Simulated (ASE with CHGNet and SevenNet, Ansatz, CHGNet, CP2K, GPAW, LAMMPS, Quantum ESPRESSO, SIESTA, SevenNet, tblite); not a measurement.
## Glassy 76SiO2-24K2O (mol %) (114 atoms) in machine-learned potentials

How do the settings of machine-learned potentials change the result for glassy 76SiO2-24K2O (mol %) (114 atoms)? A plane-wave run serves as the yardstick.

Program: ASE with CHGNet and SevenNet. Level of theory: the method is named at each step. Results are calculated unless marked as measured.

### 1. Starting point

The cell holds 114 atoms: 29 Si, 18 K and 67 O. Cell: a = 12.299 Å, b = 12.299 Å, c = 12.299 Å, α = 90.0°, β = 90.0°, γ = 90.0°. 114 atoms (29 Si, 18 K, 67 O) placed at random at 2.38 g/cm³, melted at 4000 K for 10 ps at fixed volume with the Morse and Coulomb pair potential with partial charges (Pedone, Malavasi, Menziani, Cormack and Segre, J. Phys. Chem. B 110, 11780 (2006)). Quenched from 4000 K to 300 K at 25 K/ps and fixed volume, held 10 ps at zero pressure, then minimised at fixed cell.

The yardstick, on the same geometry:

| Quantity | Value |
| --- | --- |
| method | Kohn-Sham DFT, PBE, PAW, plane waves (Ansatz 0.2.0); cutoff 420 eV, Γ point, fermi-dirac smearing of 0.05 eV; PAW set soft_2 |
| r.m.s. force component | 0.9849 eV/Å |
| longest force | 3.829 eV/Å |
| pressure | 4.588 GPa |
| gap (highest filled to lowest empty level) | 2.135 eV |
| SCF cycles | 9 |
| time | 38 s on 4 threads of Arm Neoverse V1, shared host |
| CPU time | 2.4 min |

### 2. CHGNet r2SCAN potential

Method: machine-learned interatomic potential CHGNet r2SCAN, trained on r2SCAN plane-wave data.

The input, run.py:

```python
import numpy as np
from ase.io import read
import mlip  # loads the published weights by name

atoms = read("structure.xyz")
atoms.calc = mlip.calc("chgnet-r2scan")
energy = atoms.get_potential_energy()
forces = atoms.get_forces()
print(f"energy {energy:.6f} eV")
print("forces (eV/A)")
for i, (a, f) in enumerate(zip(atoms, forces)):
    print(f"{i:4d} {a.symbol:2s} {f[0]:10.5f} {f[1]:10.5f} {f[2]:10.5f}")
stress = -atoms.get_stress(voigt=False) * 160.21766
print("stress (GPa, compression positive)")
for row in stress:
    print(" ".join(f"{x:10.4f}" for x in row))
```

The input, structure.xyz:

```xyz
114
Lattice="12.29903 0.00000 0.00000 0.00000 12.29903 0.00000 0.00000 0.00000 12.29903" Properties=species:S:1:pos:R:3 pbc="T T T"
Si 7.18288 7.78406 4.81458
Si 1.47441 12.01418 4.17466
Si 0.12373 9.59706 5.64181
Si 4.50034 1.15008 7.55948
Si 4.66281 5.68018 10.55478
Si 1.98666 4.07688 10.63030
Si 3.60657 1.82800 12.09634
Si 6.17141 6.29784 2.45452
Si 4.65297 8.59788 6.29870
Si 12.18920 3.26355 8.38019
Si 1.93144 2.03069 6.29637
Si 1.43357 12.10581 1.01319
Si 6.61528 1.76257 11.34733
Si 9.10239 0.34154 5.18724
Si 11.92883 6.18100 7.65565
Si 5.11787 8.78557 11.10811
Si 1.00176 4.62493 1.26409
Si 5.98151 0.84396 4.68507
Si 6.15788 3.52146 8.74154
Si 5.50209 3.93138 0.80448
Si 4.35841 10.59291 3.89867
Si 7.83559 7.84186 0.16727
Si 11.08081 5.84720 3.00576
Si 5.53124 10.68798 8.55188
Si 3.17721 9.46865 1.25475
Si 2.99346 6.71589 2.58390
Si 9.82151 8.20198 6.32650
Si 8.69025 10.68491 7.77188
Si 1.16730 6.70691 5.02920
K 7.38003 10.94257 2.04533
K 11.78813 0.04711 7.67127
K 9.25219 4.21365 5.93896
K 11.87065 3.01892 4.52408
K 3.17069 5.11898 7.50462
K 8.04627 3.02101 2.87834
K 11.09938 1.38967 2.15184
K 8.88507 1.74351 8.25277
K 7.75442 6.59892 8.65667
K 8.34046 10.61615 11.03666
K 10.39539 0.66415 10.98143
K 9.56286 9.60837 3.15716
K 3.07008 2.55869 3.19603
K 11.38767 9.32549 9.44959
K 2.09895 8.38314 8.71485
K 5.20839 4.31020 5.12341
K 10.83557 5.85680 11.25878
K 11.52973 9.04766 1.25438
O 7.18190 3.90002 7.65811
O 2.53803 8.12954 1.92037
O 7.57128 0.89820 4.92515
O 1.14861 4.46147 11.94371
O 4.87435 9.81204 7.37782
O 12.29829 5.93662 4.16999
O 6.62869 2.95792 0.19580
O 10.14621 4.63932 3.34509
O 2.03512 10.55872 0.96916
[... 54 atom lines left out ...]
O 11.98627 5.51095 1.62126
O 2.48354 6.51922 4.10173
O 10.70188 7.02914 6.98819
O 0.89193 3.26785 1.99662
```

Command:

```
$ OMP_NUM_THREADS=1 python run.py > output.txt
```

What it wrote:

```text
CHGNet vr2scan initialized with 412,525 parameters
CHGNet will run on cpu
energy -1077.400513 eV
forces (eV/A)
   0 Si   -1.43454    1.52631   -0.03695
   1 Si    1.70040   -1.05377    0.17430
   2 Si    0.03884   -1.08132    0.74330
   3 Si    0.88446    0.39171   -1.16719
   4 Si    0.21120   -1.46307    1.06738
   5 Si    1.01333   -0.70916    1.16068
   6 Si    1.41853    1.45310   -0.37749
   7 Si   -0.84310    0.98796   -0.71542
   8 Si    1.08595    0.63534   -0.39210
   9 Si    1.43430    1.18896   -0.11693
  10 Si    1.40868    0.16791    0.17570
  11 Si    1.88717   -0.79184    0.60226
  12 Si   -2.89274    2.27898    0.02646
  13 Si   -0.75134   -0.14909    0.76611
  14 Si    0.08276    0.28510   -0.70017
  15 Si    0.31626   -0.68868    0.35414
  16 Si    0.04182    0.76579    0.62790
  17 Si   -0.33352   -0.40794    0.80687
  18 Si   -0.89561   -0.86561    1.24486
  19 Si   -1.07656   -0.65242   -2.89242
  20 Si   -1.18891    0.27305    0.53890
  21 Si   -0.83580   -0.54410   -0.55160
  22 Si    1.90713   -0.52600   -0.03062
  23 Si    0.21472   -0.61531   -1.36843
[...]
106 O     1.01045    0.67988    1.46364
 107 O     0.72149   -0.30497    1.51304
 108 O     0.34736   -1.69206    0.44409
 109 O     0.57229    1.21302    0.73906
 110 O    -0.39798    0.51162   -0.88850
 111 O     0.65755   -0.08419    0.92271
 112 O    -0.73869   -0.54096    0.00605
 113 O    -0.10289   -1.63711    0.66146
stress (GPa, compression positive)
    1.4242    -0.5309     0.5311
   -0.5309     1.2208     0.2016
    0.5311     0.2016     1.3856
```

Wall time 5.3 s (1 thread of Arm Neoverse V1, shared host); peak memory 1.2 GiB.

Banners, paths, timers and routine set-up lines are dropped from the logs unmarked, and long logs keep their key lines alone; longer cuts are marked.

Compared with the plane-wave run:

```yaml
r_m_s_force_component: 0.7648 eV/Å
r_m_s_difference_of_force_components: 272.4 meV/Å
longest_difference_of_force_vectors: 874 meV/Å
force_difference_over_r_m_s_force: 27.66 %
slope_of_forces_against_the_reference_s: 0.7633
correlation_of_force_components: 0.9829
pressure: 1.343 GPa
pressure_difference: -3.244 GPa
```

Length of the force difference by element (eV/Å):

```tsv
element	atoms	mean	most
K	18	0.17	0.39
O	67	0.49	0.87
Si	29	0.45	0.77
```

A closer look about Si13, which bears the longest force: 9 atoms, nearest first, numbered in the order of the input, with positions taken from that point.

```tsv
atom	x	y	z	distance (Å)	bonds	Fx	Fy	Fz (eV/Å)
Si13	0.00	0.00	0.00	0.00	4	-2.89	2.28	0.03
O106	1.02	-1.09	0.23	1.51	3	2.19	-2.05	0.36
O78	0.14	0.81	-1.41	1.64	3	0.57	-0.05	-0.07
O54	0.01	1.20	1.15	1.66	3	1.20	0.19	0.63
O71	-1.60	-0.46	0.13	1.67	2	-0.24	-0.91	-0.38
Si20	-1.11	2.17	1.76	3.00	4	-1.08	-0.65	-2.89
Si7	-3.01	0.07	0.75	3.10	4	1.42	1.45	-0.38
Si19	-0.46	1.76	-2.61	3.18	4	-0.90	-0.87	1.24
O64	-2.43	1.22	1.80	3.26	3	-0.61	-0.15	1.22
```

Atoms are counted from 1 here, from 0 in the log.

Forces lie 28 % from the reference's, at 0.033 times its CPU time (on 1 against 4 cores).

### 3. CHGNet 0.3.0 potential

Method: machine-learned interatomic potential CHGNet 0.3.0, trained on PBE(+U) plane-wave data.

Edit run.py of step 2 so:

```diff
@@ -5,3 +5,3 @@
 atoms = read("structure.xyz")
-atoms.calc = mlip.calc("chgnet-r2scan")
+atoms.calc = mlip.calc("chgnet-0.3.0")
 energy = atoms.get_potential_energy()
```

structure.xyz is that of step 2.

What it wrote:

```text
CHGNet v0.3.0 initialized with 412,525 parameters
CHGNet will run on cpu
energy -840.430359 eV
forces (eV/A)
   0 Si   -1.57672    1.71099    0.04644
   1 Si    1.97131   -1.42045    0.21946
   2 Si    0.15436   -1.14351    1.01223
   3 Si    1.03934    0.32193   -1.29651
   4 Si    0.22752   -1.66897    1.30678
   5 Si    1.17476   -0.89822    1.43088
   6 Si    1.58217    1.61556   -0.40225
   7 Si   -1.05039    1.18893   -0.90809
   8 Si    1.24300    0.85739   -0.47228
   9 Si    1.62532    1.28671    0.13780
  10 Si    1.77989    0.16754    0.33141
  11 Si    2.20276   -0.85829    0.51379
  12 Si   -3.16314    2.39359    0.10798
  13 Si   -0.85570   -0.26837    0.87532
  14 Si    0.20251    0.46099   -0.68111
  15 Si    0.21001   -0.81939    0.38401
  16 Si    0.11000    0.82932    0.70590
  17 Si   -0.46678   -0.38357    0.83961
  18 Si   -0.94053   -1.03651    1.35094
  19 Si   -1.34238   -0.72397   -3.39079
  20 Si   -1.46689    0.34713    0.67364
  21 Si   -0.98002   -0.77144   -0.68732
  22 Si    2.13726   -0.71526    0.00993
  23 Si    0.23325   -0.64417   -1.54086
[...]
106 O     1.39731    0.93766    2.03592
 107 O     0.98856   -0.54253    2.02612
 108 O     0.46825   -2.24987    0.82892
 109 O     0.92293    1.86444    1.04811
 110 O    -0.59503    0.76177   -1.24390
 111 O     1.05063   -0.19235    1.25742
 112 O    -0.99908   -0.86216    0.02259
 113 O    -0.19955   -2.31741    1.03571
stress (GPa, compression positive)
    5.0242    -0.6466     0.5968
   -0.6466     4.7731     0.2710
    0.5968     0.2710     4.9821
```

Wall time 4.1 s (1 thread); peak memory 1.2 GiB.

Compared with the plane-wave run:

```yaml
r_m_s_force_component: 0.9825 eV/Å
r_m_s_difference_of_force_components: 135.6 meV/Å
longest_difference_of_force_vectors: 739.9 meV/Å
force_difference_over_r_m_s_force: 13.77 %
slope_of_forces_against_the_reference_s: 0.9881
correlation_of_force_components: 0.9905
pressure: 4.926 GPa
pressure_difference: 0.3385 GPa
```

Against the first run (28 %), the force difference from the reference is 14 %, at 0.87 times the CPU time.

### 4. SevenNet l3i5 potential

Method: machine-learned interatomic potential SevenNet l3i5, trained on PBE(+U) plane-wave data.

Edit run.py of step 3 so:

```diff
@@ -5,3 +5,3 @@
 atoms = read("structure.xyz")
-atoms.calc = mlip.calc("chgnet-0.3.0")
+atoms.calc = mlip.calc("7net-l3i5")
 energy = atoms.get_potential_energy()
```

structure.xyz is that of step 3.

What it wrote:

```text
energy -792.959045 eV
forces (eV/A)
   0 Si   -1.38184    2.15056   -0.25020
   1 Si    1.87866   -1.49765    0.29819
   2 Si    0.11867   -1.21758    1.21583
   3 Si    1.09406    0.14951   -1.45995
   4 Si    0.26607   -1.76293    1.51354
   5 Si    1.12774   -0.85640    1.62618
   6 Si    1.56944    1.72314   -0.33902
   7 Si   -0.71724    1.41661   -0.99535
   8 Si    1.47755    0.99701   -0.61230
   9 Si    1.54624    1.03298    0.09378
  10 Si    1.85407    0.15381    0.24808
  11 Si    1.76163   -0.65150    0.35909
  12 Si   -3.03676    2.14942    0.03705
  13 Si   -0.73895   -0.38906    0.75330
  14 Si    0.34456    0.66136   -0.82717
  15 Si    0.57084   -0.82251    0.58576
  16 Si    0.01435    0.58214    0.99744
  17 Si   -0.36066   -0.44058    0.91688
  18 Si   -0.94315   -1.16451    1.49725
  19 Si   -1.21647   -0.55316   -3.35451
  20 Si   -1.31823    0.36767    0.74061
  21 Si   -0.73726   -0.85601   -0.52341
  22 Si    1.70239   -0.34709    0.06942
  23 Si    0.33868   -0.63564   -1.73445
[...]
106 O     1.42538    0.83213    2.13332
 107 O     0.84777   -0.65298    1.99755
 108 O     0.30600   -2.50947    0.82835
 109 O     0.89084    1.88891    0.97159
 110 O    -0.43596    0.72635   -1.47161
 111 O     1.15909   -0.25562    1.18309
 112 O    -1.04913   -0.92401    0.09889
 113 O    -0.15524   -2.25493    0.97714
stress (GPa, compression positive)
    4.9238    -0.7778     0.6432
   -0.7778     4.3400     0.2209
    0.6432     0.2209     4.7380
```

Wall time 12 s (1 thread); peak memory 1.6 GiB.

Compared with the plane-wave run:

```yaml
r_m_s_force_component: 0.9838 eV/Å
r_m_s_difference_of_force_components: 59.09 meV/Å
longest_difference_of_force_vectors: 322.2 meV/Å
force_difference_over_r_m_s_force: 6 %
slope_of_forces_against_the_reference_s: 0.9971
correlation_of_force_components: 0.9982
pressure: 4.667 GPa
pressure_difference: 0.0793 GPa
```

Against the first run (28 %), the force difference from the reference is 6.0 %, at 2.5 times the CPU time.

### 5. All runs compared

Differences are against the plane-wave reference, forces as r.m.s. over components; share is that over the reference's r.m.s. force, slope the least-squares factor from reference forces to these. Total energies of different programs have different zeros and aren't compared.

```tsv
run	Δ force, r.m.s. (meV/Å)	share (%)	slope	Δ pressure (GPa)	cores	CPU time	memory (GiB)
reference	-	-	-	-	4	2.4 min	2.6
CHGNet r2SCAN potential	272	27.7	0.763	-3.24	1	4.7 s	1.2
CHGNet 0.3.0 potential	136	13.8	0.988	0.339	1	4.1 s	1.2
SevenNet l3i5 potential	59.1	6.00	0.997	0.0793	1	12 s	1.6
```

Times of the machine-learned potentials are mostly Python's start and the loading of weights.

CPU time is summed over cores on a shared host, where runs went side by side, so it is rough. Symmetry, cutoffs, thresholds, outputs and thread counts weren't matched or tuned between programs; memory under MPI is the largest rank's times the ranks.

### 6. Results

```yaml
nearest_in_forces: SevenNet l3i5 potential, 6.0 %
its_cpu_time: 12 s
```

Machine-learned potentials differ by 6.0 % (SevenNet l3i5 potential) to 28 % (CHGNet r2SCAN potential); they were trained on other programs' data, some at another functional. Machine-learned potentials mimic data converged in k, so the reference's own k-point error enters their differences. The quench rate of 25 K/ps is many orders above laboratory rates, so the cell is likely richer in defects and strain than a real sample. The network of bonds at the start is that of the classical potential that made the cell, and needn't be the one that DFT or experiment would give. The reference's pressure of 4.6 GPa belongs to a cell and atoms that aren't relaxed at this level. The electronic-structure runs sample only Γ, in a cell whose shortest periodic width is 12 Å.

[Also dropped from logs without a mark: logging warnings of Python, and SIESTA's first energy breakdown and zero terms.]

[Logs are printed without paths, hosts, clocks, repeated set-up lines and the standing remarks that a program may print on its own settings, such as how far it seeks lower states.]

[Hosts, paths, dates, database ids (printed as entryN), source tags and the programs' standing remarks are cut or masked in the printed files.]
